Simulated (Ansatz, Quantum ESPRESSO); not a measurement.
# H on fcc sites of Pt(111): the work function of the upper face at a withheld member of a series

Method. Quantum ESPRESSO 7.5, PBE, GBRV ultrasoft. Slabs of 3 layers, covered on the upper face; adsorbates and the top layer relax in a periodic cell, the rest is held (the clean slab relaxes both outer layers); a run under open boundaries (ESM, bc1) gives both vacuum levels. Cells of one to 9 surface sites carry the coverages, on meshes of like density; cold smearing of 0.02 Ry. The slabs take the lattice constants of the bulk relaxed by the same program. The series steps the coverage.

```tsv
coverage	work function of the upper face (eV)
0 ML	5.761
0.1111 ML	5.738
0.1667 ML	5.730
0.25 ML	5.694
0.3333 ML	5.684
0.5 ML	5.621
0.6667 ML	5.526
0.75 ML	5.474
```

One more run was made and is withheld. What is the work function of the upper face at 1 ML?

By hand: The rows at 0.6667 ML and 0.75 ML give a slope of (5.474 − (5.526))/(0.75 − (0.6667)) = −0.6242, so a straight line gives 5.318 eV. A parabola through these and the row at 0.5 ML gives 5.300 eV.

**The withheld run.** 5.292 eV. The line misses by +0.026 and the parabola by +0.008 eV. The parabola does better.

Caveats: Thin slabs, one site and one ordered pattern a coverage; no reconstruction or subsurface sites; meshes differ a little between cells.

[Logs are printed without paths, hosts, clocks, repeated set-up lines and the standing remarks that a program may print on its own settings, such as how far it seeks lower states.]
